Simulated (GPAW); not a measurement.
# Ballistic transport through an Al chain with a Zn atom bridging one bond, from relaxation to T(E)

Aim: the conductance of an Al chain with a Zn atom bridging one bond after relaxation, and whether geometry, basis or functional moves it most.

Main program and level: GPAW 26.7.0; GPAW LCAO, PAW setups; relaxation of the junction within the symmetry of its start, lead ends held, in the first sound run; inputs show where later runs differ.

### 1. The starting structure

The cell holds 15 atoms: 14 Al and 1 Zn. Cell: a = 9.000 Å, b = 9.000 Å, c = 33.800 Å, α = 90.0°, β = 90.0°, γ = 90.0°. Regions: left lead, 7 atoms (7 Al); channel, 1 atom (1 Zn); right lead, 7 atoms (7 Al). Vacuum lies along a and b. The structure is stacked along c, and the current runs across the ab planes.

### 2. Relaxation

Transmission follows bond lengths closely, so the atoms between the held lead ends are relaxed first, within whatever symmetry the start has.

run.py

```python
import json
from ase import Atoms
from ase.constraints import FixAtoms
from ase.optimize import BFGS
from gpaw import GPAW, FermiDirac

device = Atoms(
    ['Al', 'Al', 'Al', 'Al', 'Al', 'Al', 'Al', 'Zn', 'Al', 'Al', 'Al', 'Al', 'Al', 'Al', 'Al'],
    positions=[
        [4.50000, 4.50000, 1.20000],
        [4.50000, 4.50000, 3.60000],
        [4.50000, 4.50000, 6.00000],
        [4.50000, 4.50000, 8.40000],
        [4.50000, 4.50000, 10.80000],
        [4.50000, 4.50000, 13.20000],
        [4.50000, 4.50000, 15.60000],
        [6.63120, 4.50000, 16.90000],
        [4.50000, 4.50000, 18.20000],
        [4.50000, 4.50000, 20.60000],
        [4.50000, 4.50000, 23.00000],
        [4.50000, 4.50000, 25.40000],
        [4.50000, 4.50000, 27.80000],
        [4.50000, 4.50000, 30.20000],
        [4.50000, 4.50000, 32.60000]],
    cell=[[9.0, 0.0, 0.0], [0.0, 9.0, 0.0], [0.0, 0.0, 33.8]],
    pbc=True)

device.set_constraint(FixAtoms([0, 1, 2, 3, 4, 5, 9, 10, 11, 12, 13, 14]))
device.calc = GPAW(mode='lcao', basis='dzp', xc='PBE', h=0.18,
                   kpts={'size': (1, 1, 3), 'gamma': True},
                   symmetry={'tolerance': 1e-3, 'extra_ids': [1, 1, 1, 1, 1, 1, 0, 0, 0, 1, 1, 1, 1, 1, 1]},
                   occupations=FermiDirac(0.1), maxiter=250,
                   mixer=dict(beta=0.1, nmaxold=8, weight=100.0),
                   convergence=dict(density=0.0001), txt='relax.txt')
path = []
opt = BFGS(device, maxstep=0.15)
opt.attach(lambda: path.append((device.get_potential_energy(), device.positions.tolist(), device.get_forces().tolist())))
relaxed = bool(opt.run(fmax=0.05, steps=50))
json.dump(dict(relaxed=relaxed, path=path, positions=device.positions.tolist(), moments=device.get_magnetic_moments().tolist(),
               forces=device.get_forces(apply_constraint=False).tolist()), open('result.json', 'w'))
```

Launch:

```bash
> OMP_NUM_THREADS=1 OPENBLAS_NUM_THREADS=1 python run.py
```

The log of the run:

```text
Step          Energy          fmax
BFGS:    0      -24.895735        1.122261
BFGS:    1      -24.928744        0.867822
BFGS:    2      -24.978709        0.275103
BFGS:    3      -24.981250        0.241413
BFGS:    4      -24.986937        0.124728
BFGS:    5      -24.989257        0.084874
BFGS:    6      -24.989860        0.042932
```

The job ended after 4.6 min (1 thread of Arm Neoverse V2, shared host; peak memory 1.6 GiB).

Relaxation path:

| step | energy less that of the first step (eV) | largest force (eV/Å) |
| --- | --- | --- |
| 1 | 0.0000 | 1.1223 |
| 2 | -0.0331 | 0.8678 |
| 3 | -0.0830 | 0.2751 |
| 4 | -0.0855 | 0.2414 |
| 5 | -0.0910 | 0.1247 |
| 6 | -0.0930 | 0.0849 |
| 7 | -0.0934 | 0.0429 |

The atoms that moved most (Å):

| atom | dx | dy | dz | length |
| --- | --- | --- | --- | --- |
| Al9 | -0.046 | 0.000 | -0.066 | 0.080 |
| Al7 | -0.046 | 0.000 | 0.066 | 0.080 |
| Zn8 | 0.061 | 0.000 | 0.000 | 0.061 |

Final coordinates:

```cif
data_structure
_symmetry_space_group_name_H-M 'P 1'
_symmetry_Int_Tables_number 1
_cell_length_a 9.0000
_cell_length_b 9.0000
_cell_length_c 33.8000
_cell_angle_alpha 90.000
_cell_angle_beta 90.000
_cell_angle_gamma 90.000
_cell_volume 2737.80
loop_
_atom_site_label
_atom_site_type_symbol
_atom_site_fract_x
_atom_site_fract_y
_atom_site_fract_z
_atom_site_occupancy
Al1 Al 0.50000 0.50000 0.03550 1
Al2 Al 0.50000 0.50000 0.10651 1
Al3 Al 0.50000 0.50000 0.17751 1
Al4 Al 0.50000 0.50000 0.24852 1
Al5 Al 0.50000 0.50000 0.31953 1
Al6 Al 0.50000 0.50000 0.39053 1
Al7 Al 0.49493 0.50000 0.46349 1
Zn8 Zn 0.74360 0.50000 0.50000 1
Al9 Al 0.49493 0.50000 0.53651 1
Al10 Al 0.50000 0.50000 0.60947 1
Al11 Al 0.50000 0.50000 0.68047 1
Al12 Al 0.50000 0.50000 0.75148 1
Al13 Al 0.50000 0.50000 0.82249 1
Al14 Al 0.50000 0.50000 0.89349 1
Al15 Al 0.50000 0.50000 0.96450 1
```

The relaxation lowered the energy of the cell by 0.0934 eV (energies extrapolated to zero smearing; the optimiser's log prints free energies). The largest force left on a free atom is 0.043 eV/Å.

### 3. Double-zeta polarised basis

Localised orbitals split the wire into layers that couple to their neighbours alone, which is what the Green's function method needs; double zeta with polarisation is the usual level for numbers.

This step: GPAW LCAO, PAW setups; Landauer transmission from Green's functions with principal layers (ASE), zero bias (GPAW 26.7.0).

run.py

```python
import json
import numpy as np
from ase import Atoms
from ase.transport.calculators import TransportCalculator
from gpaw import GPAW, FermiDirac
from gpaw.lcao.tools import get_lcao_hamiltonian
from scipy.linalg import eigh

# The junction with lead layers at both ends, along the third cell vector
device = Atoms(
    ['Al', 'Al', 'Al', 'Al', 'Al', 'Al', 'Al', 'Zn', 'Al', 'Al', 'Al', 'Al', 'Al', 'Al', 'Al'],
    positions=[
        [4.50000, 4.50000, 1.20000],
        [4.50000, 4.50000, 3.60000],
        [4.50000, 4.50000, 6.00000],
        [4.50000, 4.50000, 8.40000],
        [4.50000, 4.50000, 10.80000],
        [4.50000, 4.50000, 13.20000],
        [4.45436, 4.50000, 15.66604],
        [6.69237, 4.50000, 16.90000],
        [4.45436, 4.50000, 18.13396],
        [4.50000, 4.50000, 20.60000],
        [4.50000, 4.50000, 23.00000],
        [4.50000, 4.50000, 25.40000],
        [4.50000, 4.50000, 27.80000],
        [4.50000, 4.50000, 30.20000],
        [4.50000, 4.50000, 32.60000]],
    cell=[[9.0, 0.0, 0.0], [0.0, 9.0, 0.0], [0.0, 0.0, 33.8]],
    pbc=True)

# One principal layer of the lead: the first 4 atoms of the device
lead = Atoms(
    ['Al', 'Al', 'Al', 'Al'],
    positions=[
        [4.50000, 4.50000, 1.20000],
        [4.50000, 4.50000, 3.60000],
        [4.50000, 4.50000, 6.00000],
        [4.50000, 4.50000, 8.40000]],
    cell=[[9.0, 0.0, 0.0], [0.0, 9.0, 0.0], [0.0, 0.0, 9.6]],
    pbc=True)

settings = dict(mode='lcao', basis='dzp', xc='PBE', h=0.2,
                occupations=FermiDirac(0.1), maxiter=250,
                mixer=dict(beta=0.1, nmaxold=8, weight=100.0),
                convergence=dict(density=0.0001))
energies = np.arange(-2, 2 + 1e-9, 0.025)
eta = 0.0001
n1, n2 = 1, 1
# k and -k transmit alike, so half of the mesh across the current serves
mesh = [(i, j) for i in range(n1) for j in range(n2) if (i, j) <= (-i % n1, -j % n2)]
weights = np.array([1 if (i, j) == (-i % n1, -j % n2) else 2 for i, j in mesh]) / (n1 * n2)

# [... helper functions left out ...]
fermi_lead = ground_state(lead, (1, 1, 12), 'lead.txt')
fermi_device = ground_state(device, (1, 1, 3), 'device.txt')
# [... loop over the mesh left out, but for ...]
        # Shift the lead onto the potential of the device's first layer
        shift = ((H[:, 0, 0] - H0[:, 0, 0]) / S0[0, 0]).real.mean()
# [...]
kT = 8.617333e-5 * 300
bias = [0.1, 0.2, 0.5, 1.0, 1.5, 2.0]
# [... integrals and printing left out ...]
```

The log of the run:

```text
basis functions: device 203, principal layer 52
Fermi level: lead -3.1259 eV, device -3.0192 eV; lead shifted by -0.0011 eV
largest coupling past the next layer 1.42e-15 eV, largest misfit of the first layer 0.010 eV
  E-E_F (eV)   T (one spin)  channels
    -2.000    8.4461e-01    1.0000
    -1.975    8.6030e-01    1.0000
    -1.950    8.7454e-01    1.0000
    -1.925    8.8751e-01    1.0000
    -1.900    8.9936e-01    1.0000
    -1.875    9.1021e-01    1.0000
    -1.850    9.2017e-01    1.0000
    -1.825    9.2934e-01    1.0000
    -1.800    9.3780e-01    1.0000
    -1.775    9.4562e-01    1.0000
    -1.750    9.5286e-01    1.0000
    -1.725    9.5955e-01    1.0000
    -1.700    9.6576e-01    1.0000
    -1.675    9.7148e-01    1.0000
    -1.650    9.7675e-01    1.0000
    -1.625    9.8157e-01    1.0000
[...]
1.825    2.5081e+00    3.0000
     1.850    2.5104e+00    3.0000
     1.875    2.5125e+00    3.0000
     1.900    2.5143e+00    3.0000
     1.925    2.5157e+00    3.0000
     1.950    2.5170e+00    3.0000
     1.975    2.5179e+00    3.0000
     2.000    2.5186e+00    3.0000
conductance at 300 K: 1.637 G0 a cell; thermopower -1.286 uV/K
current from the zero-bias T(E) at 0.1 V: 12.67 uA
current from the zero-bias T(E) at 0.2 V: 25.255 uA
current from the zero-bias T(E) at 0.5 V: 61.499 uA
current from the zero-bias T(E) at 1.0 V: 103.41 uA
current from the zero-bias T(E) at 1.5 V: 136.55 uA
current from the zero-bias T(E) at 2.0 V: 171.66 uA
```

The job ended after 52 s (1 thread; peak memory 1.1 GiB).

This step gave:

```yaml
conductance: 1.637 G₀
largest_coupling_past_the_next_principal_layer: 1.42e-15 eV
largest_misfit_of_the_first_principal_layer: 0.01008 eV
shift_that_aligns_the_lead: -0.001054 eV
basis_functions_of_the_junction: 203
basis_functions_of_a_principal_layer: 52
transmission_at_the_fermi_level_one_spin: 1.642
open_channels_of_the_lead_at_the_fermi_level_one_spin: 2
```

One spin. The transmission, zone mean by energy, zero at the Fermi level:

| energy (eV) | transmission, zone mean |
| --- | --- |
| -2.000 | 0.845 |
| -1.900 | 0.899 |
| -1.800 | 0.938 |
| -1.700 | 0.966 |
| -1.600 | 0.986 |
| -1.500 | 0.998 |
| -1.475 | 0.998 |
| -1.400 | 0.988 |
| -1.300 | 0.209 |
| -1.200 | 6.7e-9 |
| -1.100 | 6.1e-10 |
| -1.000 | 1.6e-10 |
| -0.900 | 7.4e-11 |
| -0.800 | 5.0e-11 |
| -0.700 | 4.1e-11 |
| -0.600 | 3.7e-11 |
| -0.500 | 6.6e-9 |
| -0.400 | 3.0e-5 |
| -0.300 | 1.18 |
| -0.200 | 1.46 |
| -0.100 | 1.59 |
| 0.000 | 1.64 |
| 0.100 | 1.65 |
| 0.200 | 1.64 |
| 0.300 | 1.62 |
| 0.400 | 1.60 |
| 0.500 | 1.59 |
| 0.600 | 1.64 |
| 0.700 | 1.84 |
| 0.800 | 1.83 |
| 0.900 | 1.72 |
| 1.000 | 1.95 |
| 1.100 | 2.15 |
| 1.200 | 2.27 |
| 1.300 | 2.35 |
| 1.400 | 2.41 |
| 1.500 | 2.44 |
| 1.600 | 2.47 |
| 1.700 | 2.49 |
| 1.800 | 2.51 |
| 1.900 | 2.51 |
| 2.000 | 2.52 |

Crossings of the lead's bands, unfolded to its shortest repeat. The open channels, zone mean by energy, zero at the Fermi level:

| energy (eV) | open channels, zone mean |
| --- | --- |
| -2.000 | 1 |
| -1.800 | 1 |
| -1.600 | 1 |
| -1.400 | 1 |
| -1.200 | 0 |
| -1.000 | 0 |
| -0.800 | 0 |
| -0.600 | 0 |
| -0.400 | 0 |
| -0.200 | 2 |
| 0.000 | 2 |
| 0.200 | 2 |
| 0.400 | 2 |
| 0.600 | 2 |
| 0.800 | 2 |
| 1.000 | 3 |
| 1.200 | 3 |
| 1.400 | 3 |
| 1.600 | 3 |
| 1.800 | 3 |
| 2.000 | 3 |

Not self-consistent under bias; the bias window is split evenly. Table of current through one cell, from the zero-bias transmission by bias:

| bias (V) | current through one cell, from the zero-bias transmission (μA) |
| --- | --- |
| 0.100 | 12.7 |
| 0.200 | 25.3 |
| 0.500 | 61.5 |
| 1.000 | 103 |
| 1.500 | 137 |
| 2.000 | 172 |

The transmission of the three most open eigenchannels by energy, zero at the Fermi level:

| energy (eV) | channel 1 | channel 2 | channel 3 |
| --- | --- | --- | --- |
| -2.000 | 0.845 | 3.4e-11 | 0 |
| -1.900 | 0.899 | 3.3e-11 | 0 |
| -1.800 | 0.938 | 3.3e-11 | 0 |
| -1.700 | 0.966 | 3.2e-11 | 0 |
| -1.600 | 0.986 | 3.2e-11 | 0 |
| -1.500 | 0.998 | 3.1e-11 | 0 |
| -1.400 | 0.988 | 3.1e-11 | 0 |
| -1.300 | 0.209 | 3.0e-11 | 0 |
| -1.200 | 6.6e-9 | 3.0e-11 | 0 |
| -1.100 | 5.8e-10 | 3.0e-11 | 0 |
| -1.000 | 1.3e-10 | 3.0e-11 | 0 |
| -0.900 | 4.4e-11 | 3.0e-11 | 0 |
| -0.800 | 3.0e-11 | 2.0e-11 | 0 |
| -0.700 | 2.9e-11 | 1.2e-11 | 0 |
| -0.600 | 2.9e-11 | 8.0e-12 | 0 |
| -0.500 | 6.5e-9 | 2.8e-11 | 7.2e-12 |
| -0.400 | 1.6e-5 | 1.4e-5 | 2.8e-11 |
| -0.300 | 0.629 | 0.552 | 2.8e-11 |
| -0.200 | 0.781 | 0.683 | 2.8e-11 |
| -0.100 | 0.850 | 0.742 | 2.7e-11 |
| 0.000 | 0.884 | 0.757 | 2.8e-11 |
| 0.100 | 0.898 | 0.752 | 2.8e-11 |
| 0.200 | 0.900 | 0.739 | 2.8e-11 |
| 0.300 | 0.896 | 0.726 | 2.9e-11 |
| 0.400 | 0.890 | 0.714 | 3.0e-11 |
| 0.500 | 0.886 | 0.709 | 3.3e-11 |
| 0.600 | 0.883 | 0.760 | 2.8e-11 |
| 0.700 | 0.955 | 0.883 | 4.9e-10 |
| 0.800 | 0.949 | 0.885 | 5.9e-9 |
| 0.900 | 0.888 | 0.832 | 1.4e-7 |
| 1.000 | 0.892 | 0.873 | 0.190 |
| 1.100 | 0.930 | 0.897 | 0.327 |
| 1.200 | 0.957 | 0.902 | 0.414 |
| 1.300 | 0.971 | 0.907 | 0.473 |
| 1.400 | 0.979 | 0.912 | 0.514 |
| 1.500 | 0.984 | 0.917 | 0.543 |
| 1.600 | 0.988 | 0.921 | 0.562 |
| 1.700 | 0.990 | 0.926 | 0.576 |
| 1.800 | 0.992 | 0.929 | 0.584 |
| 1.900 | 0.993 | 0.933 | 0.589 |
| 2.000 | 0.994 | 0.935 | 0.590 |

Couplings past the next layer reach 1.4e-15 eV, small enough to drop; the matrix elements of the cell's first layer differ from the bulk lead's by up to 0.010 eV. That layer keeps its own values in the calculation, and only beyond it is the lead taken as perfect. The Fermi levels of lead and junction count from different zeros of potential, one for each periodic cell; with both set to zero, the small remaining shift is what aligns them. By hand: G = 1.637 × 77.48 μS = 127 μS, a resistance of 7.88 kΩ; at 0.1 V a linear junction would pass 12.7 μA, and the integral over the bias window gives 12.7 μA.

### 4. Single-zeta polarised basis

The second zeta is dropped, the polarisation orbitals stay.

run.py: that of step 3 with these lines changed.

```diff
@@ -41,3 +41,3 @@
 
-settings = dict(mode='lcao', basis='dzp', xc='PBE', h=0.2,
+settings = dict(mode='lcao', basis='szp(dzp)', xc='PBE', h=0.2,
                 occupations=FermiDirac(0.1), maxiter=250,
```

The log of the run:

```text
basis functions: device 138, principal layer 36
Fermi level: lead -3.5823 eV, device -3.4518 eV; lead shifted by -0.0012 eV
largest coupling past the next layer 1.49e-15 eV, largest misfit of the first layer 0.008 eV
  E-E_F (eV)   T (one spin)  channels
    -2.000    8.5754e-01    1.0000
    -1.975    8.7154e-01    1.0000
    -1.950    8.8428e-01    1.0000
    -1.925    8.9591e-01    1.0000
    -1.900    9.0655e-01    1.0000
    -1.875    9.1631e-01    1.0000
    -1.850    9.2530e-01    1.0000
    -1.825    9.3359e-01    1.0000
    -1.800    9.4127e-01    1.0000
    -1.775    9.4838e-01    1.0000
    -1.750    9.5500e-01    1.0000
    -1.725    9.6115e-01    1.0000
    -1.700    9.6688e-01    1.0000
    -1.675    9.7222e-01    1.0000
    -1.650    9.7718e-01    1.0000
    -1.625    9.8177e-01    1.0000
[...]
1.825    2.4880e+00    3.0000
     1.850    2.4899e+00    3.0000
     1.875    2.4915e+00    3.0000
     1.900    2.4928e+00    3.0000
     1.925    2.4939e+00    3.0000
     1.950    2.4948e+00    3.0000
     1.975    2.4954e+00    3.0000
     2.000    2.4959e+00    3.0000
conductance at 300 K: 1.7193 G0 a cell; thermopower -1.673 uV/K
current from the zero-bias T(E) at 0.1 V: 13.311 uA
current from the zero-bias T(E) at 0.2 V: 26.563 uA
current from the zero-bias T(E) at 0.5 V: 65.102 uA
current from the zero-bias T(E) at 1.0 V: 109.87 uA
current from the zero-bias T(E) at 1.5 V: 134.76 uA
current from the zero-bias T(E) at 2.0 V: 164.96 uA
```

Elapsed: 38 s, on 1 thread; peak memory 1.1 GiB.

Numbers from this step:

```
conductance                                    : 1.719 G₀
thermopower                                    : -1.673 μV/K
largest coupling past the next principal layer : 1.49e-15 eV
largest misfit of the first principal layer    : 0.008335 eV
shift that aligns the lead                     : -0.001194 eV
basis functions of the junction                : 138
basis functions of a principal layer           : 36
transmission at the Fermi level (one spin)     : 1.723
```

One spin. Table of transmission, zone mean by energy, zero at the Fermi level:

| energy (eV) | transmission, zone mean |
| --- | --- |
| -2.000 | 0.858 |
| -1.900 | 0.907 |
| -1.800 | 0.941 |
| -1.700 | 0.967 |
| -1.600 | 0.986 |
| -1.500 | 0.998 |
| -1.475 | 0.998 |
| -1.400 | 0.892 |
| -1.300 | 1.1e-8 |
| -1.200 | 7.9e-10 |
| -1.100 | 1.6e-10 |
| -1.000 | 5.3e-11 |
| -0.900 | 2.3e-11 |
| -0.800 | 1.3e-11 |
| -0.700 | 8.1e-12 |
| -0.600 | 6.1e-12 |
| -0.500 | 1.1e-11 |
| -0.400 | 1.3e-8 |
| -0.300 | 1.22 |
| -0.200 | 1.54 |
| -0.100 | 1.67 |
| 0.000 | 1.72 |
| 0.100 | 1.75 |
| 0.200 | 1.77 |
| 0.300 | 1.81 |
| 0.400 | 1.87 |
| 0.450 | 1.89 |
| 0.500 | 1.82 |
| 0.600 | 1.26 |
| 0.700 | 0.997 |
| 0.800 | 1.28 |
| 0.900 | 1.69 |
| 1.000 | 1.97 |
| 1.100 | 2.16 |
| 1.200 | 2.27 |
| 1.300 | 2.35 |
| 1.400 | 2.40 |
| 1.500 | 2.43 |
| 1.600 | 2.46 |
| 1.700 | 2.47 |
| 1.800 | 2.49 |
| 1.900 | 2.49 |
| 2.000 | 2.50 |

Crossings of the lead's bands, unfolded to its shortest repeat. The open channels, zone mean by energy, zero at the Fermi level:

energy (eV), open channels, zone mean and a bar:
```
   -2.000       1.00 ##########
   -1.800       1.00 ##########
   -1.600       1.00 ##########
   -1.400       1.00 ##########
   -1.200       0.00 
   -1.000       0.00 
   -0.800       0.00 
   -0.600       0.00 
   -0.400       0.00 
   -0.200       2.00 ####################
    0.000       2.00 ####################
    0.200       2.00 ####################
    0.400       2.00 ####################
    0.600       2.00 ####################
    0.800       3.00 ##############################
    1.000       3.00 ##############################
    1.200       3.00 ##############################
    1.400       3.00 ##############################
    1.600       3.00 ##############################
    1.800       3.00 ##############################
    2.000       3.00 ##############################
```

Not self-consistent under bias; the bias window is split evenly. Current through one cell, from the zero-bias transmission against bias:

| bias (V) | current through one cell, from the zero-bias transmission (μA) |
| --- | --- |
| 0.100 | 13.3 |
| 0.200 | 26.6 |
| 0.500 | 65.1 |
| 1.000 | 110 |
| 1.500 | 135 |
| 2.000 | 165 |

Table of transmission of the three most open eigenchannels by energy, zero at the Fermi level:

| energy (eV) | channel 1 | channel 2 | channel 3 |
| --- | --- | --- | --- |
| -2.000 | 0.858 | 0 | 0 |
| -1.900 | 0.907 | 0 | 0 |
| -1.800 | 0.941 | 0 | 0 |
| -1.700 | 0.967 | 0 | 0 |
| -1.600 | 0.986 | 0 | 0 |
| -1.500 | 0.998 | 0 | 0 |
| -1.400 | 0.892 | 0 | 0 |
| -1.300 | 1.1e-8 | 0 | 0 |
| -1.200 | 7.9e-10 | 0 | 0 |
| -1.100 | 1.6e-10 | 0 | 0 |
| -1.000 | 5.3e-11 | 0 | 0 |
| -0.900 | 2.3e-11 | 0 | 0 |
| -0.800 | 1.3e-11 | 0 | 0 |
| -0.700 | 8.1e-12 | 0 | 0 |
| -0.600 | 6.1e-12 | 0 | 0 |
| -0.500 | 5.5e-12 | 4.8e-12 | 0 |
| -0.400 | 1.1e-8 | 1.5e-9 | 4.4e-12 |
| -0.300 | 0.644 | 0.572 | 4.6e-12 |
| -0.200 | 0.778 | 0.765 | 5.3e-12 |
| -0.100 | 0.854 | 0.815 | 6.9e-12 |
| 0.000 | 0.888 | 0.835 | 1.0e-11 |
| 0.100 | 0.900 | 0.847 | 1.7e-11 |
| 0.200 | 0.902 | 0.868 | 3.5e-11 |
| 0.300 | 0.910 | 0.898 | 8.4e-11 |
| 0.400 | 0.977 | 0.892 | 2.6e-10 |
| 0.500 | 0.936 | 0.888 | 1.1e-9 |
| 0.600 | 0.887 | 0.374 | 5.3e-9 |
| 0.700 | 0.888 | 0.109 | 8.4e-9 |
| 0.800 | 0.890 | 0.376 | 0.0190 |
| 0.900 | 0.895 | 0.658 | 0.134 |
| 1.000 | 0.900 | 0.808 | 0.264 |
| 1.100 | 0.905 | 0.889 | 0.361 |
| 1.200 | 0.932 | 0.911 | 0.428 |
| 1.300 | 0.956 | 0.916 | 0.474 |
| 1.400 | 0.970 | 0.922 | 0.505 |
| 1.500 | 0.978 | 0.927 | 0.527 |
| 1.600 | 0.984 | 0.932 | 0.541 |
| 1.700 | 0.988 | 0.936 | 0.551 |
| 1.800 | 0.990 | 0.940 | 0.555 |
| 1.900 | 0.992 | 0.944 | 0.557 |
| 2.000 | 0.994 | 0.946 | 0.556 |

The conductance, 1.72 G₀, lies 5.0 % above that of the dzp run.

[end of part 1 of 2]

[Logs are printed without paths, hosts, clocks, repeated set-up lines and the standing remarks that a program may print on its own settings, such as how far it seeks lower states.]

[Hosts, paths, dates, database ids (printed as entryN), source tags and the programs' standing remarks are cut or masked in the printed files.]
